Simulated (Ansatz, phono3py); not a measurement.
# Heat carried by phonons in LiH (Fm-3m)

Aim: the lattice thermal conductivity of LiH against temperature, and which phonons carry it.

What experiment has found for this phase:
- thermal conductivity 15 W/m/K near room temperature (given in “Combining the AFLOW GIBBS and Elastic Libraries to efficiently and robustly screen thermo-mechanical properties of solids”, 2017, arXiv:1611.05714)
- thermal conductivity 15 W/m/K near room temperature (given in “Predicting the lattice thermal conductivity of solids by solving the Boltzmann transport equation: AFLOW - AAPL an automated, accurate and efficient framework”, 2017, arXiv:1611.05481)

Main program and level: Ansatz 0.2.0; DFT LDA, scalar-relativistic, plane waves, PAW.

Report form: the programs' logs are mostly left out.

The database entry behind the starting cell differs from later determinations by our own check (the deuteride, about 0.2 % short), so it need not match the best structure at ambient conditions.

**1. Starting point**

It takes space group Fm-3m (No. 225, cubic). The conventional cell has a = 4.074 Å, b = 4.074 Å, c = 4.074 Å, α = 90.00°, β = 90.00°, γ = 90.00°. Nearest to Li lie 6 H at 2.04 Å. Nearest to H lie 6 Li at 2.04 Å. Farther neighbours are not listed.

Structure file:

```cif
data_structure
_symmetry_space_group_name_H-M 'Fm-3m'
_symmetry_Int_Tables_number 225
_cell_length_a 4.0735
_cell_length_b 4.0735
_cell_length_c 4.0735
_cell_angle_alpha 90.000
_cell_angle_beta 90.000
_cell_angle_gamma 90.000
_cell_volume 67.59
loop_
_atom_site_label
_atom_site_type_symbol
_atom_site_symmetry_multiplicity
_atom_site_Wyckoff_symbol
_atom_site_fract_x
_atom_site_fract_y
_atom_site_fract_z
_atom_site_occupancy
Li1 Li 4 a 0.00000 0.00000 0.00000 1
H1 H 4 b 0.50000 0.00000 0.00000 1
```

**2. Probe on a coarse mesh**

A cheap single point shows whether the cell is a metal or an insulator and how far it is from rest; that sets the k-mesh and the occupations of what follows.

The input, input.yaml:

```yaml
crystal:
  lattice:
    - [0.0, 2.03675, 2.03675]
    - [2.03675, 0.0, 2.03675]
    - [2.03675, 2.03675, 0.0]
  atoms:
    - { symbol: Li, position: [0.0, 0.0, 0.0] }
    - { symbol: H, position: [0.5, 0.5, 0.5] }
kpoints:
  mp_grid: { grid: [8, 8, 8] }
hamiltonian:
  xc: lda
scf:
  occupations: { method: gaussian, width: 0.1 }
  lower_state_search: "off"
output:
  forces: true
  stress: true
  eigenvalues: true
```

On the command line:

```console
> ansatz run input.yaml --threads 16 --pin off --max-ram 30720MiB --backend cpu --events-out ev --progress --plain --runs-dir out
```

Elapsed: 0.16 s, on 16 threads of Arm Neoverse V2, shared host; peak memory 0.23 GiB; 0.67 s of CPU time.

Numbers from this step:

| Item | Value |
| --- | --- |
| pressure | -4.081 GPa |
| gap on the k-mesh | 2.656 eV |
| volume per atom | 8.449 Å³/atom |

The start is under -4.1 GPa at this level and looks like an insulator or semiconductor on this mesh.

**3. Finding the static equilibrium**

Phonons are second derivatives about a minimum, so cell and atoms are relaxed first, inside the symmetry of the start.

input.yaml, the sections that differ from step 2:

```yaml
kpoints:
  mp_grid: { grid: [10, 10, 10] }
scf:
  occupations: { method: gaussian, width: 0.02 }
  lower_state_search: "off"
output:
  forces: true
  stress: true
  eigenvalues: true
  write_density: true
  write_potential: true
  elf: true
  volumetric_format: npy
relax:
  adjacent_minimum: "off"
  f_tol: 0.005
  max_steps: 80
  cell: { stress_tol: 0.05 }
# crystal, hamiltonian: as in step 2
```

Run time: 0.58 s. Hardware: 16 threads; peak memory 0.28 GiB; 3.6 s of CPU time.

Relaxation path:

| step | energy less that of the first step (eV) | largest force component (eV/Å) | pressure (GPa) | volume (Å³) |
| --- | --- | --- | --- | --- |
| 1 | 0.0000 | 0.0000 | -4.09 | 16.90 |
| 2 | -0.0264 | 0.0000 | -1.16 | 15.40 |
| 3 | -0.0284 | 0.0000 | 0.19 | 14.88 |
| 4 | -0.0284 | 0.0000 | -0.01 | 14.95 |
| 5* | -0.0274 | 0.0000 | -0.05 | 14.95 |

Relaxation steps marked * repeat the geometry before them on a plane-wave basis chosen anew for their cell, so energy and pressure can jump there.

Forces are held to the 48 operations that the run works with; a distortion that breaks them can't arise in this run.

| conventional cell, symmetrised | before | after | change |
| --- | --- | --- | --- |
| a (Å) | 4.074 | 3.911 | -4.0 % |
| b (Å) | 4.074 | 3.911 | -4.0 % |
| c (Å) | 4.074 | 3.911 | -4.0 % |
| volume (Å³/atom) | 8.45 | 7.48 | -11.5 % |

Final coordinates:

```xyz
2
Lattice="0.0000 1.9553 1.9553 1.9553 0.0000 1.9553 1.9553 1.9553 0.0000" Properties=species:S:1:pos:R:3 pbc="T T T"
Li    0.0000    0.0000    0.0000
H     1.9553    1.9553    1.9553
```

Numbers from this step:

```yaml
pressure: -0.04970 GPa
gap_on_the_k_mesh: 2.541 eV
volume_per_atom: 7.475 Å³/atom
```

Electrostatic potential energy in the ac plane of the conventional cell at fractional y = 0.000, with atoms of Li and H within 0.2 Å of it. With pseudopotentials it is smooth inside the atoms' cores, unlike the true potential.

Ten even steps from '_' (-36 eV) to '@' (4 eV), each cell a mean:
```
..--**@@@@%%==..**@@@@%%++::
==**%%@@@@@@%%%%@@@@@@@@##++
%%%%@@@@@@@@@@@@@@@@@@@@@@%%
@@@@@@@@@@@@@@@@@@@@@@@@@@@@
@@@@@@@@@@%%****##%%@@@@@@@@
==##@@@@%%**--::==##@@@@@@**
__==@@@@%%==..__::**@@@@%%..
..**@@@@%%++::..--**@@@@%%==
%%@@@@@@@@##++==**%%@@@@@@%%
@@@@@@@@@@@@%%%%%%@@@@@@@@@@
@@@@@@@@@@@@@@@@@@@@@@@@@@@@
**##%%@@@@@@@@@@@@@@@@@@%%**
::==##@@@@@@**==##@@@@%%**--
__::**@@@@%%..__==@@@@%%==..
```
Columns run along a (3.9 Å; values clipped at the 3rd and 97th percentile), rows up along c (3.9 Å), edges of the conventional cell, whose origin can differ from the input's. Atoms in or near the plane, at fractional coordinates: Li at (0.00, 0.00), Li at (0.50, 0.50), H at (0.50, 0.00), H at (0.00, 0.50).

ELF in the ac plane of the conventional cell at fractional y = 0.000, with atoms of Li and H within 0.2 Å of it. It is the smooth field of the valence electrons, not physical close to the nuclei.

Values in units of 1e-1, 14 rows by 14 columns, each cell a mean:
```
 9.2  6.5  1.4  2.2  8.0  9.8 10.0 10.0 10.0  9.6  5.6  1.0  3.4  8.2
 4.1  2.0  0.5  2.0  6.8  9.3  9.8  9.9  9.8  8.8  4.6  0.9  1.1  3.4
 1.0  0.9  1.0  1.7  4.1  6.8  8.0  8.3  7.8  5.8  2.6  1.1  0.9  1.0
 6.0  5.5  4.0  2.1  1.7  2.0  2.2  2.2  2.1  1.7  1.5  2.6  4.6  5.6
 9.7  9.3  7.9  4.0  1.0  0.5  1.4  2.1  1.1  0.5  1.7  5.8  8.8  9.6
10.0  9.9  9.3  5.5  0.9  2.0  6.5  7.6  5.0  1.1  2.1  7.8  9.8 10.0
10.0 10.0  9.7  6.0  1.0  4.1  9.2  9.7  7.6  2.1  2.2  8.3  9.9 10.0
10.0 10.0  9.6  5.6  1.0  3.4  8.2  9.2  6.5  1.4  2.2  8.0  9.8 10.0
 9.9  9.8  8.8  4.6  0.9  1.1  3.4  4.1  2.0  0.5  2.0  6.8  9.3  9.8
 8.3  7.8  5.8  2.6  1.1  0.9  1.0  1.0  0.9  1.0  1.7  4.1  6.8  8.0
 2.2  2.1  1.7  1.5  2.6  4.6  5.6  6.0  5.5  4.0  2.1  1.7  2.0  2.2
 2.1  1.1  0.5  1.7  5.8  8.8  9.6  9.7  9.3  7.9  4.0  1.0  0.5  1.4
 7.6  5.0  1.1  2.1  7.8  9.8 10.0 10.0  9.9  9.3  5.5  0.9  2.0  6.5
 9.7  7.6  2.1  2.2  8.3  9.9 10.0 10.0 10.0  9.7  6.0  1.0  4.1  9.2
```
Columns run along a (3.9 Å), rows up along c (3.9 Å), edges of the conventional cell, whose origin can differ from the input's. Atoms in or near the plane, at fractional coordinates: Li at (0.00, 0.00), Li at (0.50, 0.50), H at (0.50, 0.00), H at (0.00, 0.50).

Valence density in the ac plane of the conventional cell at fractional y = 0.000, with atoms of Li and H within 0.2 Å of it. It is the smooth field of the valence electrons, not physical close to the nuclei.

Ten steps, logarithmic in the rise over the least value, from '_' (0.1 e/Å³) to '@' (7.9 e/Å³), each cell a mean:
```
@@##--__::--++++==::..__++%%
**==____..::------::____::++
..________..::::....________
....__________..__________..
--::..______----::____..::::
++==::..__==##%%**::__..--==
**++--....**@@@@%%--..::--++
++==::..__++%%@@##--__::--++
----::____::++**==____..::--
::....________..________..::
..__________......__________
--::____..::::--::..______--
%%**::__..--==++==::..__==##
@@%%--..::--++**++--....**@@
```
Columns run along a (3.9 Å), rows up along c (3.9 Å), edges of the conventional cell, whose origin can differ from the input's. Atoms in or near the plane, at fractional coordinates: Li at (0.00, 0.00), Li at (0.50, 0.50), H at (0.50, 0.00), H at (0.00, 0.50).

The relaxation ends with a pressure of -0.05 GPa.

**4. A second relaxation**

The relaxation is run once more from where the first one ended, as the script does after a large change of volume or of the gap, with mesh and occupations reviewed.

Changes to input.yaml since step 3:

```diff
@@ -2,5 +2,5 @@
   lattice:
-    - [0.0, 2.03675, 2.03675]
-    - [2.03675, 0.0, 2.03675]
-    - [2.03675, 2.03675, 0.0]
+    - [0.0, 1.9552886758, 1.9552886758]
+    - [1.9552886758, 0.0, 1.9552886758]
+    - [1.9552886758, 1.9552886758, 0.0]
   atoms:
```

The job ended after 0.29 s (16 threads; peak memory 0.27 GiB; 1.6 s of CPU time).

Little changed from the start: no atom moved by 0.005 Å and no cell edge by 0.1 %.

Valence density in the ac plane of the conventional cell at fractional y = 0.000, with atoms of Li and H within 0.2 Å of it. It is the smooth field of the valence electrons, not physical close to the nuclei.

Ten steps, logarithmic in the rise over the least value, from '_' (0.1 e/Å³) to '@' (7.9 e/Å³), each cell a mean:
```
@@##--__::--++++==::..__++%%
**==____..::------::____::++
..________..::::....________
....__________..__________..
--::..______----::____..::::
++==::..__==##%%**::__..--==
**++--....**@@@@%%--..::--++
++==::..__++%%@@##--__::--++
----::____::++**==____..::--
::....________..________..::
..__________......__________
--::____..::::--::..______--
%%**::__..--==++==::..__==##
@@%%--..::--++**++--....**@@
```
Columns run along a (3.9 Å), rows up along c (3.9 Å), edges of the conventional cell, whose origin can differ from the input's. Atoms in or near the plane, at fractional coordinates: Li at (0.00, 0.00), Li at (0.50, 0.50), H at (0.50, 0.00), H at (0.00, 0.50).

ELF in the ac plane of the conventional cell at fractional y = 0.000, with atoms of Li and H within 0.2 Å of it. It is the smooth field of the valence electrons, not physical close to the nuclei.

Values in units of 1e-1, 14 rows by 14 columns, each cell a mean:
```
 9.2  6.5  1.4  2.2  8.0  9.8 10.0 10.0 10.0  9.6  5.6  1.0  3.4  8.2
 4.1  2.0  0.5  2.0  6.8  9.3  9.8  9.9  9.8  8.8  4.6  0.9  1.1  3.4
 1.0  0.9  1.0  1.7  4.1  6.8  8.0  8.3  7.8  5.8  2.6  1.1  0.9  1.0
 6.0  5.5  4.0  2.1  1.7  2.0  2.2  2.2  2.1  1.7  1.5  2.6  4.6  5.6
 9.7  9.3  7.9  4.0  1.0  0.5  1.4  2.1  1.1  0.5  1.7  5.8  8.8  9.6
10.0  9.9  9.3  5.5  0.9  2.0  6.5  7.6  5.0  1.1  2.1  7.8  9.8 10.0
10.0 10.0  9.7  6.0  1.0  4.1  9.2  9.7  7.6  2.1  2.2  8.3  9.9 10.0
10.0 10.0  9.6  5.6  1.0  3.4  8.2  9.2  6.5  1.4  2.2  8.0  9.8 10.0
 9.9  9.8  8.8  4.6  0.9  1.1  3.4  4.1  2.0  0.5  2.0  6.8  9.3  9.8
 8.3  7.8  5.8  2.6  1.1  0.9  1.0  1.0  0.9  1.0  1.7  4.1  6.8  8.0
 2.2  2.1  1.7  1.5  2.6  4.6  5.6  6.0  5.5  4.0  2.1  1.7  2.0  2.2
 2.1  1.1  0.5  1.7  5.8  8.8  9.6  9.7  9.3  7.9  4.0  1.0  0.5  1.4
 7.6  5.0  1.1  2.1  7.8  9.8 10.0 10.0  9.9  9.3  5.5  0.9  2.0  6.5
 9.7  7.6  2.1  2.2  8.3  9.9 10.0 10.0 10.0  9.7  6.0  1.0  4.1  9.2
```
Columns run along a (3.9 Å), rows up along c (3.9 Å), edges of the conventional cell, whose origin can differ from the input's. Atoms in or near the plane, at fractional coordinates: Li at (0.00, 0.00), Li at (0.50, 0.50), H at (0.50, 0.00), H at (0.00, 0.50).

Electrostatic potential energy in the ac plane of the conventional cell at fractional y = 0.000, with atoms of Li and H within 0.2 Å of it. With pseudopotentials it is smooth inside the atoms' cores, unlike the true potential.

Ten even steps from '_' (-36 eV) to '@' (4 eV), each cell a mean:
```
..--**@@@@%%==..**@@@@%%++::
==**%%@@@@@@%%%%@@@@@@@@##++
%%%%@@@@@@@@@@@@@@@@@@@@@@%%
@@@@@@@@@@@@@@@@@@@@@@@@@@@@
@@@@@@@@@@%%****##%%@@@@@@@@
==##@@@@%%**--::==##@@@@@@**
__==@@@@%%==..__::**@@@@%%..
..**@@@@%%++::..--**@@@@%%==
%%@@@@@@@@##++==**%%@@@@@@%%
@@@@@@@@@@@@%%%%%%@@@@@@@@@@
@@@@@@@@@@@@@@@@@@@@@@@@@@@@
**##%%@@@@@@@@@@@@@@@@@@%%**
::==##@@@@@@**==##@@@@%%**--
__::**@@@@%%..__==@@@@%%==..
```
Columns run along a (3.9 Å; values clipped at the 3rd and 97th percentile), rows up along c (3.9 Å), edges of the conventional cell, whose origin can differ from the input's. Atoms in or near the plane, at fractional coordinates: Li at (0.00, 0.00), Li at (0.50, 0.50), H at (0.50, 0.00), H at (0.00, 0.50).

**5. Relaxing to small residual forces and stress**

The relaxation is repeated with tighter thresholds on force and stress, since phonons are sensitive to what is left; a change of mesh or smearing in the input moves the cell too.

input.yaml, the sections that differ from step 4:

```yaml
scf:
  occupations: { method: fixed }
  lower_state_search: "off"
output:
  forces: true
  stress: true
  eigenvalues: true
relax:
  adjacent_minimum: "off"
  f_tol: 0.001
  max_steps: 60
  cell: { stress_tol: 0.01 }
# crystal, kpoints, hamiltonian: as in step 4
```

Elapsed: 0.43 s, on 16 threads; peak memory 0.27 GiB; 2.5 s of CPU time.

Little changed from the start: no atom moved by 0.005 Å and no cell edge by 0.1 %.

This step gave:

```
pressure          : -5.61e-4 GPa
gap on the k-mesh : 2.540 eV
volume per atom   : 7.466 Å³/atom
```

The residual pressure is -5.6e-4 GPa, small enough for phonons.

**6. A first try at the third-order batch**

This batch did not finish: the script that drives the runs cut it off, as soon as it could not fit the time left for it.

The input, input.yaml:

```yaml
crystal:
  lattice:
    - [0.0, 1.9544987982, 1.9544987982]
    - [1.9544987982, 0.0, 1.9544987982]
    - [1.9544987982, 1.9544987982, 0.0]
  atoms:
    - { symbol: Li, position: [0.0, 0.0, 0.0] }
    - { symbol: H, position: [0.5, 0.5, 0.5] }
kpoints:
  mp_grid: { grid: [10, 10, 10] }
hamiltonian:
  xc: lda
scf:
  occupations: { method: fixed }
  lower_state_search: "off"
output:
  eigenvalues: true
phonons:
  method: fd
  dielectric: true
  supercell: [5, 5, 5]
  temperatures: { t_max: 1000, t_step: 50 }
  qpath:
    path:
      - [[0.0, 0.0, 0.0], [0.5, 0.0, 0.5], [0.625, 0.25, 0.625]]
      - [[0.375, 0.375, 0.75], [0.0, 0.0, 0.0], [0.5, 0.5, 0.5], [0.5, 0.25, 0.75], [0.5, 0.0, 0.5]]
    npoints: 10
  third_order: { supercell: [5, 5, 5], pair_cutoff: 4.938 }
  lattice_thermal_conductivity:
    qmesh: [27, 27, 27]
    temperatures: [100.0, 150.0, 200.0, 300.0, 400.0, 500.0]
    isotope_mass_variance:
      - { species: H, variance: 0.0001146 }
      - { species: Li, variance: 0.001459 }
    solution: relaxation_time
```

Run time: 4.3 min. Hardware: 16 threads.

The run was cut off at the time limit after its SCF cycle had converged; no result of it is taken.

(Part 1 of 2 ends here.)

[Logs are printed without paths, hosts, clocks, repeated set-up lines and the standing remarks that a program may print on its own settings, such as how far it seeks lower states.]

[Hosts, paths, dates, database ids (printed as entryN), source tags and the programs' standing remarks are cut or masked in the printed files.]

[A step with changed settings may run another functional than the one named; its input shows which.]
